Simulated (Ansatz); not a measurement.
# MgAl4 (built on the sites of a database entry of SrGa4): phonons and vibrational spectra

Aim: the vibrations of MgAl4 (built on the sites of a database entry of SrGa4), their spectra, and whether the structure is stable.

Program: Ansatz 0.2.0. Level of theory: DFT PBE+D4, scalar-relativistic, plane waves, PAW. Results are calculated unless marked as measured.

The structure was built from a prototype and need not be the compound's stable phase.

## (1) Set-up

Symmetry: I4/mmm, No. 139, tetragonal system. Conventional cell: a = 4.111 Å, b = 4.111 Å, c = 11.474 Å, α = 90.00°, β = 90.00°, γ = 90.00°. Nearest to Mg lie 8 Al at 3.16 Å. Al has 5 Al at 2.47 to 2.63 Å and 4 Mg at 3.16 Å nearest. Nearest to Al lie 8 Al at 2.63 to 2.91 Å. Farther neighbours are not listed.

## (2) Bringing the structure to rest

Harmonic phonons are second derivatives at a point where the forces vanish, and they are wanted at zero stress, so atoms and cell are relaxed first.

input.yaml reads:

```yaml
crystal:
  lattice:
    - [-2.0553534756, 2.0553534756, 5.736961664]
    - [2.0553534756, -2.0553534756, 5.736961664]
    - [2.0553534756, 2.0553534756, -5.736961664]
  atoms:
    - { symbol: Mg, position: [0.0, 0.0, 0.0] }
    - { symbol: Al, position: [0.3924001457, 0.3924001457, 0.0] }
    - { symbol: Al, position: [0.6075998543, 0.6075998543, 0.0] }
    - { symbol: Al, position: [0.75, 0.25, 0.5] }
    - { symbol: Al, position: [0.25, 0.75, 0.5] }
kpoints:
  mp_grid: { grid: [12, 12, 12] }
hamiltonian:
  xc: pbe
  dispersion: d4
scf:
  occupations: { method: gaussian, width: 0.1 }
output:
  forces: true
  stress: true
  eigenvalues: true
relax:
  adjacent_minimum: "off"
  f_tol: 0.005
  max_steps: 80
  cell: { stress_tol: 0.05 }
```

The run is started by

```bash
$ ansatz run input.yaml --threads 8 --pin off --max-ram 14336MiB --backend cpu --events-out ev --progress --plain --runs-dir out
```

Numbers of over 12 decimals in the logs are rounded to 6 here.

Output:

```text
basis.fft_grid_basis auto: the FFT boxes are laid along the combinations [[1, 0, 1], [0, 1, 1], [0, 0, 1]] of the cell's own vectors, 4.111, 4.111 and 6.431 Å long. The dense box has 30×30×45 points. Along the cell's own vectors, as sized, it would have 45×45×45, 2.25 times as many. Of the 16 symmetry operations that the crystal satisfies within crystal.symmetry.tolerance (time reversal apart; of a slab, those that k [...]
Engine: ansatz 0.2.0, x86_64-unknown-linux-gnu
Pseudopotentials: kind: paw
Pseudopotential: Mg, paw, valence charge 10, recommended cutoff 420 eV (normal), Mg.paw.azcp
Pseudopotential: Al, paw, valence charge 3, recommended cutoff 420 eV (normal), Al.paw.azcp
Functional definition: PBE
  parameter kappa = 0.804
  parameter beta = 0.066725
  exchange = pbe_x(kappa = kappa, mu = beta*pi^2/3)
  correlation = pbe_c(beta = beta)
Crystal: 5 atoms, lattice volume = 96.943 Å³
Basis set: ecut = 420 eV, 1895 PW (Γ), FFT grids on a1+a3, a2+a3, a3, exchange–correlation on 60×60×90 points (8 copies of the dense FFT grid, shifted against one another)
Bands: 16, of which v1, the nominal top of the filled ones, is band 11 counted from 1 (10 counted from 0)
Symmetry: 16 space group operations
Space group: I4/mmm (ITA 139), of the structure as read, at distance tolerance 4.6e-5 Å
k-points: 163 of 1728
Non-local potential: Mg, projectors of the file, l = 0: 3, l = 1: 2, l = 2: 1
Non-local potential: Al, projectors of the file, l = 0: 2, l = 1: 2, l = 2: 1
PAW form: soft (Blöchl's): semilocal exchange-correlation on the pseudo side does not see the compensation charge
PAW one-centre angular grid: Mg, 110 points (default); XC on 64 Gauss nodes
PAW one-centre angular grid: Al, 110 points (default); XC on 64 Gauss nodes
Initial density: superposition of atomic densities (neutral atoms: chi_scale 0, normalization atom), corrected by the library's trained network
Initial wavefunctions: pseudopotential atomic-orbital guess
Functional: x = pbe(κ = 0.804, μ = 0.219515), c = pbe(β = 0.066725)
SCF iter   1: F=—  HF=-4074.621053 eV  |F-HF|=—  |Δ(HF+E_count)|=         —  Δρ=1.48e-3  dr2=7.45e-3  ethr=1.77e-3  ⟨swp⟩=6.2  Hψ=15664  notcnv=0
preconditioner: auto → Kerker (q_TF=auto, 2.131 Å⁻¹)  [metal: Δε(μ)=0.022 eV  Ē_g=6.213 eV  σ=0.100 eV  W_gap=0.13  n_scr=10 (ndim 8)  ℏωp=14.1 eV  f_vac=0.000  D(μ)=1.91/eV (n_scr^D=10)]
SCF iter   2: F=—  HF=-4074.619978 eV  |F-HF|=—  |Δ(HF+E_count)|=   1.08e-3  Δρ=9.28e-4  dr2=2.84e-3  ethr=3.39e-5  ⟨swp⟩=1.0  Hψ=3912  notcnv=0
SCF iter   3: F=—  HF=-4074.619437 eV  |F-HF|=—  |Δ(HF+E_count)|=   5.41e-4  Δρ=1.93e-4  dr2=6.10e-5  ethr=1.29e-5  ⟨swp⟩=2.1  Hψ=3101  notcnv=0  defer=1
SCF iter   4: F=—  HF=-4074.619435 eV  |F-HF|=—  |Δ(HF+E_count)|=   2.67e-6  Δρ=6.96e-5  dr2=6.36e-6  ethr=2.77e-7  ⟨swp⟩=2.1  Hψ=4194  notcnv=0  defer=1
SCF iter   5: F=—  HF=-4074.619433 eV  |F-HF|=—  |Δ(HF+E_count)|=   1.57e-6  Δρ=1.83e-5  dr2=4.37e-7  ethr=2.89e-8  ⟨swp⟩=2.5  Hψ=4142  notcnv=0  defer=1
SCF iter   6: F=-4074.619433 eV  HF=-4074.619433 eV  |F-HF|=1.52e-9  |Δ(HF+E_count)|=   9.25e-8  Δρ=2.50e-6  dr2=8.75e-9  ethr=4.55e-10  ⟨swp⟩=6.4  Hψ=11584  notcnv=0
SCF 1 converged in 6 iterations: F = -4074.619433 eV  dr2 = 8.75e-9
  greatest PAW one-centre occupation: 1.000 electrons in one spin orbital (limit 2), on the Mg atom at site 0 (counted from 0), in its partial waves of l = 0
relax step   1: F+E_penalty+E_count = -4074.61943290 eV  Δ(F+E_penalty+E_count) = +0.000e0 eV  max|allowed force component| = 4.472e-2 eV/Å  Δτ_max = 0.0000 Å  P = -0.044 GPa  Ω = 96.943 Å³  (6 SCF iters, dr2 threshold 1.00e-7 eV, accepted)
Crystal: 5 atoms, lattice volume = 96.559 Å³
Basis set: ecut = 420 eV, 1903 PW (Γ), FFT grids on a1+a3, a2+a3, a3, exchange–correlation on 60×60×90 points (8 copies of the dense FFT grid, shifted against one another)
Initial density: handed on by an earlier stage of this run
Initial wavefunctions: those handed on with the density
iter 1 solved again at ethr=3.14e-6 eV; its pass at ethr=3.10e-3 eV (dr2=6.91e-4 eV) is discarded
SCF iter   1: F=—  HF=-4074.624709 eV  |F-HF|=—  |Δ(HF+E_count)|=         —  Δρ=5.01e-4  dr2=6.72e-4  ethr=3.14e-6  ⟨swp⟩=2.0  Hψ=17299  notcnv=0
preconditioner: auto → Kerker (q_TF=auto, 2.132 Å⁻¹)  [metal: Δε(μ)=0.024 eV  Ē_g=6.227 eV  σ=0.100 eV  W_gap=0.14  n_scr=10 (ndim 8)  ℏωp=14.1 eV  f_vac=0.000  D(μ)=1.93/eV (n_scr^D=10)]
SCF iter   2: F=—  HF=-4074.624607 eV  |F-HF|=—  |Δ(HF+E_count)|=   1.02e-4  Δρ=3.13e-4  dr2=2.73e-4  ethr=3.06e-6  ⟨swp⟩=1.0  Hψ=2608  notcnv=0
SCF iter   3: F=—  HF=-4074.624567 eV  |F-HF|=—  |Δ(HF+E_count)|=   3.97e-5  Δρ=4.15e-5  dr2=3.36e-6  ethr=1.24e-6  ⟨swp⟩=2.3  Hψ=3241  notcnv=0
SCF iter   4: F=-4074.624566 eV  HF=-4074.624566 eV  |F-HF|=6.08e-8  |Δ(HF+E_count)|=   1.23e-6  Δρ=1.64e-5  dr2=1.84e-7  ethr=2.27e-9  ⟨swp⟩=6.5  Hψ=13365  notcnv=0
SCF 2 converged in 4 iterations: F = -4074.624566 eV  dr2 = 1.84e-7
relax step   2: F+E_penalty+E_count = -4074.62456602 eV  Δ(F+E_penalty+E_count) = -5.133e-3 eV  max|allowed force component| = 9.913e-3 eV/Å  Δτ_max = 0.0079 Å  P = +0.024 GPa  Ω = 96.559 Å³  energy of the carried Pulay correction = +1.013e-4 eV  (4 SCF iters, dr2 threshold 5.00e-7 eV, accepted)
Crystal: 5 atoms, lattice volume = 96.371 Å³
Basis set: ecut = 420 eV, 1887 PW (Γ), FFT grids on a1+a3, a2+a3, a3, exchange–correlation on 60×60×90 points (8 copies of the dense FFT grid, shifted against one another)
iter 1 solved again at ethr=3.55e-6 eV; its pass at ethr=3.10e-3 eV (dr2=7.81e-4 eV) is discarded
SCF iter   1: F=—  HF=-4074.626738 eV  |F-HF|=—  |Δ(HF+E_count)|=         —  Δρ=6.25e-4  dr2=7.84e-4  ethr=3.55e-6  ⟨swp⟩=2.0  Hψ=17762  notcnv=0
preconditioner: auto → Kerker (q_TF=auto, 2.133 Å⁻¹)  [metal: Δε(μ)=0.004 eV  Ē_g=6.221 eV  σ=0.100 eV  W_gap=0.02  n_scr=10 (ndim 8)  ℏωp=14.2 eV  f_vac=0.000  D(μ)=2.10/eV (n_scr^D=10)]
SCF iter   2: F=—  HF=-4074.626589 eV  |F-HF|=—  |Δ(HF+E_count)|=   1.48e-4  Δρ=3.87e-4  dr2=3.25e-4  ethr=3.55e-6  ⟨swp⟩=1.0  Hψ=2608  notcnv=0
SCF iter   3: F=—  HF=-4074.626525 eV  |F-HF|=—  |Δ(HF+E_count)|=   6.43e-5  Δρ=5.04e-5  dr2=6.39e-6  ethr=1.48e-6  ⟨swp⟩=2.1  Hψ=3364  notcnv=0
SCF iter   4: F=-4074.626523 eV  HF=-4074.626523 eV  |F-HF|=1.31e-7  |Δ(HF+E_count)|=   2.00e-6  Δρ=1.93e-5  dr2=2.26e-7  ethr=2.17e-9  ⟨swp⟩=4.1  Hψ=14000  notcnv=0
SCF 3 converged in 4 iterations: F = -4074.626523 eV  dr2 = 2.26e-7
relax step   3: F+E_penalty+E_count = -4074.62652260 eV  Δ(F+E_penalty+E_count) = -1.957e-3 eV  max|allowed force component| = 2.639e-2 eV/Å  Δτ_max = 0.0056 Å  P = -0.029 GPa  Ω = 96.371 Å³  energy of the carried Pulay correction = +1.510e-4 eV  (4 SCF iters, dr2 threshold 4.77e-7 eV, accepted)
[...]
relax step   4: F+E_penalty+E_count = -4074.62642061 eV  Δ(F+E_penalty+E_count) = +1.020e-4 eV  max|allowed force component| = 5.595e-2 eV/Å  Δτ_max = 0.0047 Å  P = +0.006 GPa  Ω = 96.270 Å³  energy of the carried Pulay correction = +1.778e-4 eV  (5 SCF iters, dr2 threshold 4.35e-8 eV, rejected (line search))
[...]
relax step   5: F+E_penalty+E_count = -4074.62658738 eV  Δ(F+E_penalty+E_count) = -6.478e-5 eV  max|allowed force component| = 1.139e-3 eV/Å  Δτ_max = 0.0015 Å  P = +0.015 GPa  Ω = 96.291 Å³  energy of the carried Pulay correction = +1.724e-4 eV  (7 SCF iters, accepted)
Initial wavefunctions: pseudopotential atomic-orbital guess (no wavefunctions were taken with the density)
iter 1 solved again at ethr=6.07e-8 eV; its pass at ethr=3.10e-3 eV (dr2=1.33e-5 eV) is discarded
SCF iter   1: F=—  HF=-4074.626453 eV  |F-HF|=—  |Δ(HF+E_count)|=         —  Δρ=2.11e-5  dr2=2.89e-8  ethr=6.07e-8  ⟨swp⟩=3.5  Hψ=22941  notcnv=0
SCF iter   2: F=—  HF=-4074.626481 eV  |F-HF|=—  |Δ(HF+E_count)|=   2.80e-5  Δρ=1.10e-5  dr2=8.41e-9  ethr=1.32e-10  ⟨swp⟩=2.0  Hψ=4210  notcnv=0
SCF iter   3: F=—  HF=-4074.626481 eV  |F-HF|=—  |Δ(HF+E_count)|=   3.20e-7  Δρ=1.25e-6  dr2=1.80e-10  ethr=3.82e-11  ⟨swp⟩=2.0  Hψ=3752  notcnv=0
SCF iter   4: F=-4074.626481 eV  HF=-4074.626481 eV  |F-HF|=1.00e-11  |Δ(HF+E_count)|=   3.23e-9  Δρ=1.96e-7  dr2=3.19e-11  ethr=1.00e-12  ⟨swp⟩=5.0  Hψ=10589  notcnv=0
SCF 6 converged in 4 iterations: F = -4074.626481 eV  dr2 = 3.19e-11
relax step   6: F+E_penalty+E_count = -4074.62648143 eV  Δ(F+E_penalty+E_count) = +1.059e-4 eV  max|allowed force component| = 1.182e-3 eV/Å  Δτ_max = 0.0000 Å  P = +0.012 GPa  Ω = 96.291 Å³  stress off target by 2.01e-2 GPa  SCF on the basis re-selected at this cell (its energy is not comparable with the rows above)  (4 SCF iters)
basis re-selected at this cell: Δ(F+E_penalty+E_count) = +1.059e-4 eV, ΔP = -0.003 GPa vs the last step (what re-selecting the basis moved, of the pressure what is left beyond the Pulay correction that the steps carried, after the strain that the cell walked since its last selection, with what the two solves' SCF thresholds leave and, on support functions, any second-order correction that the steps lacked; it is no m [...]
SCF converged after 4 iterations
Free energy (F): -4074.626481 eV
Harris-Foulkes:  -4074.626481 eV  (|F-HF|=1.00e-11)
Internal energy: -4074.616012 eV  (E = F + TS)
E sigma→0 (E₀):  -4074.621246 eV
Entropy (-TS):   -0.010470 eV (-2.094 meV/atom)
Fermi energy:    6.605985 eV
--- Per-component energies (eV) ---
  E_band       = -325.678449
  E_kinetic    = 164.722292
  E_local      = -1820.391422  (includes V_loc(G=0)·N_el)
  E_nonlocal   = 138.765172
  E_hartree    = 693.414411
  E_xc         = -186.057045
  E_vxc        = -150.721496  (∫ρ·V_xc dr)
  E_paw        = -2163.307409  (= ΣΔE_a)
  E_vpaw       = -44.881864  (= ΣTr[D̂ρ^β])
  E_aug_tail   = -0.000012  (compensation charges beyond the density's cutoff)
  E_ewald      = -900.386059
  E_disp       = -1.375939  (pairwise vdW)
  E_smearing   = -0.010470  (= −TS)
  E_closure    = 0.000000  (closes the sum)
  Σ components = -4074.626481   (vs F -4074.626481, Δ=0.00e0)
--- Forces (eV/Å), atoms counted from 1 ---
  atom   1  Mg     0.00000000     0.00000000     0.00000000
  atom   2  Al     0.00000000     0.00000000     0.00118205
  atom   3  Al     0.00000000    -0.00000000    -0.00118205
  atom   4  Al    -0.00000000    -0.00000000     0.00000000
  atom   5  Al    -0.00000000    -0.00000000     0.00000000
  max |Σ_I F_I| component: 6.94e-18 eV/Å
--- Stress (GPa, compression-positive) ---
        0.008206       0.000000       0.000000
        0.000000       0.008206       0.000000
        0.000000       0.000000       0.020053
  P = ⅓ Tr σ = 0.0122 GPa (0.122 kbar)
--- Band table (eV; the first three rows and the last of 163) ---
  k-point 0: bands = [... 7 lower, 4.9586, 4.9586, 6.4786, 6.7032, 6.7032, 6.9198, 7.9220, 8.3796, ... 1 higher]
  k-point 1: bands = [... 7 lower, 4.2298, 4.4024, 5.9301, 6.0245, 7.4154, 7.7200, 8.8973, 9.2048, ... 1 higher]
  k-point 2: bands = [... 7 lower, 3.2461, 3.6308, 4.9606, 5.0600, 8.6757, 9.0129, 9.2334, 10.4139, ... 1 higher]
  k-point 162: bands = [... 7 lower, 4.5877, 5.0477, 6.0070, 6.5887, 6.8969, 8.7232, 8.7232, 9.1879, ... 1 higher]
--- Relaxed structure (5 steps of the walk, 4 accepted, 1 SCFs on fresh bases) ---
  F+E_penalty+E_count = -4074.62648143 eV   max|allowed force component| = 1.182e-3 eV/Å   (the final SCF, on the basis selected at the relaxed cell)
  cell:  # Å, volume = 96.2906 Å³
    - [-2.030951, 2.030951, 5.836132]
    - [2.030951, -2.030951, 5.836132]
    - [2.030951, 2.030951, -5.836132]
  atoms:
    - { symbol: Mg, position: [0, 0, 0] }
    - { symbol: Al, position: [0.393712, 0.393712, 0] }
    - { symbol: Al, position: [0.606288, 0.606288, 0] }
    - { symbol: Al, position: [0.750000, 0.250000, 0.500000] }
    - { symbol: Al, position: [0.250000, 0.750000, 0.500000] }
```

It took 9.5 s on 8 threads of Intel Xeon Platinum 8375C at 2.90GHz (Ice Lake), shared host; peak memory 0.67 GiB.

Relaxation path:

| step | energy less that of the first step (eV) | largest force component (eV/Å) | pressure (GPa) | volume (Å³) |
| --- | --- | --- | --- | --- |
| 1 | 0.0000 | 0.0447 | -0.04 | 96.94 |
| 2 | -0.0051 | 0.0099 | 0.02 | 96.56 |
| 3 | -0.0071 | 0.0264 | -0.03 | 96.37 |
| 4 | -0.0070 | 0.0559 | 0.01 | 96.27 |
| 5 | -0.0072 | 0.0011 | 0.01 | 96.29 |
| 6* | -0.0070 | 0.0012 | 0.01 | 96.29 |

Relaxation steps marked * repeat the geometry before them on a plane-wave basis chosen anew for their cell, so energy and pressure can jump there. Relaxation step 4 was tried and not accepted.

The run keeps the 16 symmetry operations that it works with, so distortions that break them were not tested.

| conventional cell, symmetrised | before | after | change |
| --- | --- | --- | --- |
| a (Å) | 4.111 | 4.062 | -1.2 % |
| b (Å) | 4.111 | 4.062 | -1.2 % |
| c (Å) | 11.474 | 11.672 | +1.7 % |
| volume (Å³/atom) | 19.39 | 19.26 | -0.7 % |

The atoms that moved most (Å, as changes of fractional coordinates times the final cell):

| atom | dx | dy | dz | length |
| --- | --- | --- | --- | --- |
| Al2 | 0.000 | 0.000 | 0.015 | 0.015 |
| Al3 | 0.000 | 0.000 | -0.015 | 0.015 |

Final coordinates:

```cif
data_structure
_symmetry_space_group_name_H-M 'P 1'
_symmetry_Int_Tables_number 1
_cell_length_a 6.5046
_cell_length_b 6.5046
_cell_length_c 6.5046
_cell_angle_alpha 143.612
_cell_angle_beta 143.612
_cell_angle_gamma 52.407
_cell_volume 96.29
loop_
_atom_site_label
_atom_site_type_symbol
_atom_site_fract_x
_atom_site_fract_y
_atom_site_fract_z
_atom_site_occupancy
Mg1 Mg 0.00000 0.00000 0.00000 1
Al2 Al 0.39371 0.39371 0.00000 1
Al3 Al 0.60629 0.60629 0.00000 1
Al4 Al 0.75000 0.25000 0.50000 1
Al5 Al 0.25000 0.75000 0.50000 1
```

This step gave:

```
pressure          : 0.01216 GPa
volume per atom   : 19.26 Å³
gap on the k-mesh : 0 eV
```

In this step the volume went from 19.39 to 19.26 Å³/atom.

## (3) Relaxing to small forces for the phonons

Phonons need a cell at rest on their own settings, so the relaxation is repeated with tight tolerances on forces and stress on the k mesh and occupations of the first response run.

input.yaml reads:

```yaml
crystal:
  lattice:
    - [-2.0309512652, 2.0309512652, 5.8361322216]
    - [2.0309512652, -2.0309512652, 5.8361322216]
    - [2.0309512652, 2.0309512652, -5.8361322216]
  atoms:
    - { symbol: Mg, position: [0.0, 0.0, 0.0] }
    - { symbol: Al, position: [0.3937121415, 0.3937121415, 0.0] }
    - { symbol: Al, position: [0.6062878585, 0.6062878585, 0.0] }
    - { symbol: Al, position: [0.75, 0.25, 0.5] }
    - { symbol: Al, position: [0.25, 0.75, 0.5] }
kpoints:
  mp_grid: { grid: [12, 12, 12] }
hamiltonian:
  xc: pbe
  dispersion: d4
scf:
  occupations: { method: methfessel_paxton, width: 0.2 }
output:
  forces: true
  stress: true
  eigenvalues: true
relax:
  adjacent_minimum: "off"
  f_tol: 0.001
  max_steps: 60
  cell: { stress_tol: 0.01 }
```

Output:

```text
[...]
Crystal: 5 atoms, lattice volume = 96.291 Å³
Basis set: ecut = 420 eV, 1871 PW (Γ), FFT grids on a1+a3, a2+a3, a3, exchange–correlation on 60×60×90 points (8 copies of the dense FFT grid, shifted against one another)
Bands: 16, of which v1, the nominal top of the filled ones, is band 11 counted from 1 (10 counted from 0)
Symmetry: 16 space group operations
[...]
cell:  # Å, volume = 96.2982 Å³
    - [-2.031079, 2.031079, 5.835854]
    - [2.031079, -2.031079, 5.835854]
    - [2.031079, 2.031079, -5.835854]
  atoms:
    - { symbol: Mg, position: [0, 0, 0] }
    - { symbol: Al, position: [0.393726, 0.393726, 0] }
    - { symbol: Al, position: [0.606274, 0.606274, 0] }
    - { symbol: Al, position: [0.75, 0.250000, 0.5] }
    - { symbol: Al, position: [0.250000, 0.75, 0.5] }
[key lines of the parts left out:]
SCF converged after 5 iterations
Free energy (F): -4074.620970 eV
Fermi energy:    6.606438 eV
P = ⅓ Tr σ = -0.0010 GPa (-0.010 kbar)
```

Wall time 4.8 s (8 threads); peak memory 0.67 GiB.

Little changed from the start: no atom moved by 0.005 Å and no cell edge by 0.1 %.

Numbers from this step:

```
pressure : -9.82e-4 GPa
```

The largest force component left is 0.15 meV/Å and the pressure is -0.001 GPa, within the tolerances set. The cell now holds 19.26 Å³/atom.

[end of part 1 of 2]

[Logs are printed without paths, hosts, clocks, repeated set-up lines and the standing remarks that a program may print on its own settings, such as how far it seeks lower states.]

[Hosts, paths, dates, database ids (printed as entryN), source tags and the programs' standing remarks are cut or masked in the printed files.]
